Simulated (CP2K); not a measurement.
Two runs for the C K edge of vinylketene. Run A: CP2K XAS_TDP, all-electron GAPW, PBEh(45%), aug-cc-pVDZ, TDA, no relativity. Run B differs in one setting.

First lines with a strength over 0.0015. A:

| atom | energy (eV) | states | strength, one atom |
| --- | --- | --- | --- |
| C1 (bonded to C and 2 H) | 280.96 | 1 | 0.0475 |
|  | 283.44 | 1 | 0.0049 |
|  | 284.03 | 1 | 0.0048 |
|  | 284.44 | 1 | 0.0119 |
|  | 285.50 | 1 | 0.0061 |
| C2 (bonded to 2 C and H) | 281.65 | 1 | 0.0524 |
|  | 283.38 | 1 | 0.0081 |
|  | 284.73 | 1 | 0.0148 |
|  | 286.01 | 1 | 0.0031 |
|  | 286.50 | 1 | 0.0018 |
| C3 (bonded to 2 C and H) | 283.15 | 1 | 0.0224 |
|  | 284.64 | 1 | 0.0055 |
|  | 284.73 | 1 | 0.0216 |
|  | 285.23 | 1 | 0.0122 |
|  | 286.35 | 1 | 0.0035 |
| C4 (bonded to C and O) | 282.16 | 1 | 0.0754 |
|  | 284.88 | 1 | 0.0667 |
|  | 289.03 | 1 | 0.0036 |
|  | 291.34 | 1 | 0.0022 |
|  | 292.77 | 1 | 0.0018 |

B:

```
                    atom  energy (eV)  states  strength, one atom
C1 (bonded to C and 2 H)       280.93       1              0.0472
                               283.47       1              0.0034
                               285.50       1              0.0256
                               285.79       1              0.0222
                               288.31       1              0.0148
C2 (bonded to 2 C and H)       281.73       1              0.0510
                               283.35       1              0.0088
                               285.88       1              0.0310
                               286.51       1              0.0081
                               287.81       1              0.0106
C3 (bonded to 2 C and H)       283.19       1              0.0225
                               285.24       1              0.0262
                               286.31       1              0.0234
                               286.75       1              0.0249
                               288.67       1              0.0094
  C4 (bonded to C and O)       282.20       1              0.0750
                               285.01       1              0.0661
                               289.97       1              0.0052
                               292.63       1              0.0036
                               294.50       1              0.0046
```

Q: Which was it: the basis, scalar relativity switched on, the functional, GW2X switched on?

The basis (basis from aug-cc-pVDZ to 6-31G*; the lines alone don't name the new value). A basis moves diffuse and continuum lines far more than the leading valence line. Against PBEh(45%) in aug-cc-pVDZ, the leading lines move by -0.03 eV (C1, to 280.93), +0.08 eV (C2, to 281.73), +0.04 eV (C3, to 283.19) and +0.04 eV (C4, to 282.20). The next line of C1 over the strength cut lies 2.54 eV higher, against 2.48.

[Banner, clock and machine lines of the logs are left out without a mark of their own.]

[Logs are printed without paths, hosts, clocks, repeated set-up lines and the standing remarks that a program may print on its own settings, such as how far it seeks lower states.]

[Hosts, paths, dates, database ids (printed as entryN), source tags and the programs' standing remarks are cut or masked in the printed files.]
